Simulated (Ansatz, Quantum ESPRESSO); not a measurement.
**Al (fcc): bulk modulus from a few volumes**

How stiff is fcc Al under hydrostatic load? Each row scales the relaxed cell evenly and relaxes the atoms. The phase is followed to these pressures whether or not it stays the stable one.

Calculated with Quantum ESPRESSO 7.5, LDA, GBRV 1.5 ultrasoft potentials, cutoff 680 eV, Fermi–Dirac smearing 0.05 eV, k-mesh 19×19×19, no spin polarisation, no spin-orbit coupling.

Reference cell, relaxed at zero pressure with LDA (Fm-3m): a = 2.8167 Å, b = 2.8167 Å, c = 2.8167 Å, α = 60.00°, β = 60.00°, γ = 60.00°.

```
atom       x       y       z
  Al  0.0000  0.0000  0.0000
```

| V (Å³/atom) | V/V0 | P (GPa) | E − E0 (meV/atom) |
| --- | --- | --- | --- |
| 15.1703 | 0.9600 | 3.715 | 7.1 |
| 15.4864 | 0.9800 | 1.750 | 1.7 |
| 16.1185 | 1.0200 | −1.581 | 1.6 |
| 16.4345 | 1.0400 | −2.985 | 6.1 |
| 16.7506 | 1.0600 | −4.235 | 13.3 |

V0 = 15.8024 Å³ an atom, where the residual pressure P0 is −0.008 GPa. **Question.** Fit the Birch–Murnaghan law and give the pressure and the energy at V = 14.8543 Å³ an atom, a row left out above.

With the Eulerian strain f = ½[(V0/V)^(2/3) − 1] and F = (P − P0)/[3f(1 + 2f)^(5/2)], the third-order law is the line F = B0 + (3/2) B0 (B′ − 4) f.

```csv
f,F (GPa)
0.01379,84.05
0.00678,83.58
−0.00656,82.63
−0.01290,82.09
−0.01905,81.50
```

A straight line through the 5 rows: the means are −0.003588 for f and 82.77 for F, Σ(Δx)² = 0.0007441 and ΣΔxΔy = 0.05703, so the slope is 0.05703/0.0007441 = 76.638 and the intercept 82.77 − (76.638)(−0.003588) = 83.045.

Hence B0 = 83.0 GPa and B′ = 4 + (76.6)/(1.5 × 83.0) = 4.62. For the withheld volume f = 0.02106, F = 84.66 GPa and P = 5.92 GPa, an extrapolation past the fitted rows. The run itself gives 5.92 GPa, so the estimate misses by 0.00 GPa, a rounding's worth.

Integrating the same law gives E − E0 = (9/2) B0 V0 f²[1 + (B′ − 4) f] + P0(V0 − V), with 1 GPa Å³ = 6.2415 meV: 16.5 meV an atom. The run itself gives 16.5 meV, so the estimate misses by 0.0 meV, a rounding's worth.

The same fit over all rows at other levels or in other programs gives B0 = 82 GPa with PBEsol (Quantum ESPRESSO, PseudoDojo), 81 GPa with PBEsol (Quantum ESPRESSO, GBRV) and 82 GPa with PBEsol (Ansatz).

The calculation is for a static lattice, while measurements hold thermal and zero-point motion.

[Logs are printed without paths, hosts, clocks, repeated set-up lines and the standing remarks that a program may print on its own settings, such as how far it seeks lower states.]
